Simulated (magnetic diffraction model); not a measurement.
**Magnetic neutron pattern of Li2CoSe2O8**

Space group P2_1/c (no. 14), a = 5.0440 Å, b = 8.1910 Å, c = 9.0090 Å, β = 121.49°.

```
site  atom       x       y       z
  4e    Se  0.3423  0.3090  0.2965
  2a    Co       0       0       0
  4e     O  0.6728  0.3073  0.3755
  4e     O  0.2781  0.3499  0.4424
  4e     O  0.1926  0.1396  0.2427
  4e     O  0.1764  0.4153  0.1462
  4e    Li  0.0253  0.6347  0.0993
```

The compound is invented for this exercise: a known structure type with other elements, its cell scaled to their sizes and not relaxed.

Only Co is taken to order (form factors of Co2+); orders and moment sizes are assumed, and not adapted to the symmetry. Radiation: neutrons of λ = 2.36 Å, 5° to 40°; isotropic B of 0.2 Å² (Se), 0.19 Å² (Co), 0.28 Å² (O) and 0.28 Å² (Li). Simulated constant-wavelength pattern: nuclear and magnetic terms add, the magnetic one as |2.695 fm × Σ f S⊥ exp(2πi Q·r) exp(−B s²)|², summed over all Q at one angle with the factor 1/(sin²θ cos θ). For collinear order S is the moment m, which repeats by lattice and centring translations R with the sign exp(−2πi k·R). Free-ion form factors, Sears's scattering lengths of 1992, no absorption; a label names one of the reflections at its angle. The strongest nuclear line in the range is 100, and lines under 0.2 are left out.

Assume the order k = (1/2 1/2 1/2), collinear moments along [111], 2.88 μB on Co; signs + at (0, 0, 0), + at (0, 1/2, 1/2).

Predict the pattern, nuclear and magnetic parts apart.

```tsv
2θ (°)	index	nuclear	magnetic
15.80	(1/2 1/2 -1/2)	0.0	14.8
23.34	(1/2 -1/2 1/2)	0.0	7.0
24.24	(-1/2 1/2 3/2)	0.0	3.0
24.31	(0 1 1)	25.0	0.0
28.45	(-1/2 3/2 1/2)	0.0	2.9
31.85	(1 0 0)	5.3	0.0
31.92	(1 1 -1)	5.4	0.0
33.19	(1 0 -2)	4.0	0.0
33.37	(1/2 3/2 1/2)	0.0	0.6
33.49	(0 2 0)	22.2	0.0
34.02	(1/2 3/2 -3/2)	0.0	3.1
35.78	(0 0 2)	20.2	0.0
36.10	(1 1 0)	85.2	0.0
37.31	(1 1 -2)	100.0	0.0
38.11	(0 2 1)	38.6	0.0
38.76	(1/2 1/2 3/2)	0.0	0.9
39.67	(0 1 2)	27.1	0.0
39.90	(1/2 1/2 -5/2)	0.0	1.7
```

The strongest magnetic line in the range is (1/2 1/2 -1/2) at 15.80° (14.8). On top of the Lorentz factor, which all lines share, magnetic lines fade with angle because f falls: for Co2+ it is 0.91, 0.71, 0.49 and 0.18 at sin θ/λ = 0.1, 0.2, 0.3 and 0.5 Å⁻¹, while nuclear lengths stay constant. The order has no net moment.

[Logs are printed without paths, hosts, clocks, repeated set-up lines and the standing remarks that a program may print on its own settings, such as how far it seeks lower states.]
